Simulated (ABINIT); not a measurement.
# CdS (Greenockite): G0W0 in ABINIT against the screening cutoff in the self-energy, part 2 of 2

How does the gap of CdS (Greenockite) converge in the screening cutoff in the self-energy?

ABINIT 10.8.3; PBE and many-body steps on it, plane waves. Known limits of the many-body steps: not at the basis limit; no spin-orbit coupling; coarse k mesh.

So far. Step 2 (Screening, 3×3×2 mesh, 189 bands, screening to 176.9 eV): Local fields lower ε∞ by 6 %. On a Γ-centred mesh this coarse the value itself is usually too large, while a short band sum pulls it down. Step 5 (2.3 Ha): The gap on the mesh goes from 1.18 eV to 1.95 eV, a correction of +0.78 eV.

The database entry behind the starting cell differs from later determinations by our own check (about 0.35 % long), so it need not match the best structure at ambient conditions.

### Step 6. 3.2 Ha

Level of this step: G0W0 on PBE, plane waves, norm-conserving pseudopotentials (ABINIT).

Contents of run.abi:

```
acell 3*1.0 Angstrom
rprim 
  4.149999999997 0.000000000001 0.000000000000
  -2.074999999999 3.594005425702 0.000000000000
  0.000000000000 0.000000000000 6.737000000000
ntypat 2
znucl 48 16
natom 4
typat 1 1 2 2
xred 
  0.333333333333 0.666666666667 0.000000000000
  0.666666666667 0.333333333333 0.500000000000
  0.333333333333 0.666666666667 0.375000000000
  0.666666666667 0.333333333333 0.875000000000
pp_dirpath "pseudos"
pseudos "Cd.upf, S.upf"
ecut 47
ngkpt 3 3 2
nshiftk 1
shiftk 0 0 0
kptopt 1
chksymbreak 0
istwfk *1
occopt 1
irdwfk 1
optdriver 4
nband 189
gwcalctyp 0
ecutsigx 47
symsigma 1
nkptgw 1
kptgw 
  0.0000000000 0.0000000000 0.0000000000
bdgw 
  25 28
ecuteps 3.2
irdscr 1
ppmodel 1
indata_prefix "in"
outdata_prefix "out"
tmpdata_prefix "tmp"
```

Run with:

```console
OMP_NUM_THREADS=1 mpirun -n 4 abinit run.abi > log
```

The program printed:

```text
.Version 10.8.3 of ABINIT. v10.8.2 released Aug 2026.

 Symmetries : space group P6_3 m c (#186); Bravais hP (primitive hexag.)
[... echo of the input left out ...]
== DATASET  1 ==================================================================
-   mpi_nproc: 4, omp_nthreads: 1 (-1 if OMP is not activated)

--- !DatasetInfo
iteration_state: {dtset: 1, }
dimensions: {natom: 4, nkpt: 6, mband: 189, nsppol: 1, nspinor: 1, nspden: 1, mpw: 10458, }
cutoff_energies: {ecut:  47.0, pawecutdg:  -1.0, }
[...]
26   4.259 -15.271 -18.229   2.357   0.782  -0.278 -15.741  -0.470   3.789
       27   5.434 -10.670  -6.577  -3.655   0.814  -0.228 -10.313   0.356   5.790
       28   7.023 -11.014  -6.546  -3.914   0.815  -0.227 -10.562   0.452   7.475

== END DATASET(S) ==============================================================
================================================================================

 -outvars: echo values of variables after computation  --------
           etotal      0.0000000000E+00
            nband         189
             nkpt           6
          spgroup         186
 [... the other variables as echoed above ...]

 Calculation completed.
```

Wall time 5.9 s (4 MPI ranks of Intel Xeon Platinum 8488C (Sapphire Rapids), shared host); peak memory 1.2 GiB.

This step gave:

```
G0W0 gap on the points computed              : 2.001 eV
starting gap on the mesh                     : 1.175 eV
k of the valence top                         : 0, 0, 0
k of the conduction bottom                   : 0, 0, 0
least direct G0W0 gap on the computed points : 2.001 eV
```

Against the run before, the gap moves by +0.049 eV.

### Step 7. 4.9 Ha

Changes to run.abi since step 6:

```diff
@@ -35,3 +35,3 @@
   25 28
-ecuteps 3.2
+ecuteps 4.9
 irdscr 1
```

The program printed:

```text
.Version 10.8.3 of ABINIT. v10.8.2 released Aug 2026.

 Symmetries : space group P6_3 m c (#186); Bravais hP (primitive hexag.)
[... echo of the input left out ...]
== DATASET  1 ==================================================================
-   mpi_nproc: 4, omp_nthreads: 1 (-1 if OMP is not activated)

--- !DatasetInfo
iteration_state: {dtset: 1, }
dimensions: {natom: 4, nkpt: 6, mband: 189, nsppol: 1, nspinor: 1, nspden: 1, mpw: 10458, }
cutoff_energies: {ecut:  47.0, pawecutdg:  -1.0, }
[...]
26   4.259 -15.271 -18.229   2.277   0.779  -0.283 -15.801  -0.531   3.728
       27   5.434 -10.670  -6.577  -3.705   0.813  -0.231 -10.355   0.315   5.749
       28   7.023 -11.014  -6.546  -3.944   0.814  -0.228 -10.587   0.427   7.449

== END DATASET(S) ==============================================================
================================================================================

 -outvars: echo values of variables after computation  --------
           etotal      0.0000000000E+00
            nband         189
             nkpt           6
          spgroup         186
 [... the other variables as echoed above ...]

 Calculation completed.
```

Run time: 9.8 s. Hardware: 4 MPI ranks; peak memory 1.4 GiB; 38 s of CPU time.

Numbers from this step:

| Item | Value |
| --- | --- |
| G0W0 gap on the points computed | 2.021 eV |
| starting gap on the mesh | 1.175 eV |
| k of the valence top | 0, 0, 0 |
| k of the conduction bottom | 0, 0, 0 |
| least direct G0W0 gap on the computed points | 2.021 eV |

Against the run before, the gap moves by +0.020 eV.

### Step 8. 6.5 Ha

Changes to run.abi since step 7:

```diff
@@ -35,3 +35,3 @@
   25 28
-ecuteps 4.9
+ecuteps 6.5
 irdscr 1
```

The program printed:

```text
.Version 10.8.3 of ABINIT. v10.8.2 released Aug 2026.

 Symmetries : space group P6_3 m c (#186); Bravais hP (primitive hexag.)
[... echo of the input left out ...]
== DATASET  1 ==================================================================
-   mpi_nproc: 4, omp_nthreads: 1 (-1 if OMP is not activated)

--- !DatasetInfo
iteration_state: {dtset: 1, }
dimensions: {natom: 4, nkpt: 6, mband: 189, nsppol: 1, nspinor: 1, nspden: 1, mpw: 10458, }
cutoff_energies: {ecut:  47.0, pawecutdg:  -1.0, }
[...]
26   4.259 -15.271 -18.229   2.253   0.778  -0.285 -15.819  -0.549   3.710
       27   5.434 -10.670  -6.577  -3.731   0.812  -0.231 -10.376   0.294   5.728
       28   7.023 -11.014  -6.546  -3.953   0.814  -0.229 -10.595   0.419   7.441

== END DATASET(S) ==============================================================
================================================================================

 -outvars: echo values of variables after computation  --------
           etotal      0.0000000000E+00
            nband         189
             nkpt           6
          spgroup         186
 [... the other variables as echoed above ...]

 Calculation completed.
```

Wall time 17 s (4 MPI ranks); peak memory 1.8 GiB; 68 s of CPU time.

Numbers from this step:

```yaml
g0w0_gap_on_the_points_computed: 2.018 eV
starting_gap_on_the_mesh: 1.175 eV
k_of_the_valence_top: 0, 0, 0
k_of_the_conduction_bottom: 0, 0, 0
least_direct_g0w0_gap_on_the_computed_points: 2.018 eV
```

Against the run before, the gap moves by −0.003 eV.

### Step 9. Side by side

Times are wall times on 4 MPI ranks of Intel Xeon Platinum 8488C (Sapphire Rapids), shared host, good to a factor of about two. A run's time includes the screening step that it read.

| run | mesh | bands | screening cutoff (eV) | DFT gap (eV) | gap on the mesh (eV) | direct (eV) | ε∞ used | time |
| --- | --- | --- | --- | --- | --- | --- | --- | --- |
| 0.7 Ha | 3×3×2 | 189 | 19 | 1.175 | 1.987 | 1.987 | 13.91 | 2 min |
| 1.3 Ha | 3×3×2 | 189 | 35.4 | 1.175 | 1.892 | 1.892 | 13.91 | 2 min |
| 2.3 Ha | 3×3×2 | 189 | 62.6 | 1.175 | 1.952 | 1.952 | 13.91 | 2 min |
| 3.2 Ha | 3×3×2 | 189 | 87.1 | 1.175 | 2.001 | 2.001 | 13.91 | 2.1 min |
| 4.9 Ha | 3×3×2 | 189 | 133.3 | 1.175 | 2.021 | 2.021 | 13.91 | 2.1 min |
| 6.5 Ha | 3×3×2 | 189 | 176.9 | 1.175 | 2.018 | 2.018 | 13.91 | 2.3 min |

### Step 10. What came out

| Item | Value |
| --- | --- |
| 0.7 Ha | 1.987 eV |
| 1.3 Ha | 1.892 eV |
| 2.3 Ha | 1.952 eV |
| 3.2 Ha | 2.001 eV |
| 4.9 Ha | 2.021 eV |
| 6.5 Ha | 2.018 eV |
| known limits | not at the basis limit; no spin-orbit coupling; coarse k mesh |

The setting moved: screening cutoff in the self-energy. From 0.7 Ha to 6.5 Ha the gap moves by +0.03 eV, not steadily: it passes through 1.89 eV. It holds to 0.03 eV from 3.2 Ha on. Bands and screening cutoff are coupled, so a series along one setting does not show full convergence. Bands and cutoff are finite, so the gap is not at the basis limit. The miss can reach some tenths of an eV and take either sign; the mesh is an error of its own. In the first G0W0 run levels were corrected at 1 k point alone, so a gap called «on the mesh» is the least over those, and an edge elsewhere would be missed. The 3×3×2 mesh is coarse for this cell, which bears on the long-range parts of exchange and screening. The many-body steps are scalar-relativistic: spin-orbit coupling is not in them.

[Paths, hosts, dates, memory and timing lines, banners, echoed tables and standing remarks are left out of the program output.]

[Logs are printed without paths, hosts, clocks, repeated set-up lines and the standing remarks that a program may print on its own settings, such as how far it seeks lower states.]

[Runs of the session that timed out or met a known fault of the program may be left out.]

[No measured gap is set beside runs whose start may be inverted or whose files or cutoffs have a known fault.]

[Hosts, paths, dates, database ids (printed as entryN), source tags and the programs' standing remarks are cut or masked in the printed files.]

[G0W0 gaps are taken among the corrected bands and points alone; a level outside them can change the order at an edge.]

[Where Ansatz stands beside ABINIT at settings called matched, ABINIT's density can come from a denser mesh and the files from another edition; pairs whose starting gaps differed by over 0.03 eV were left out, so agreement reads better than it is.]
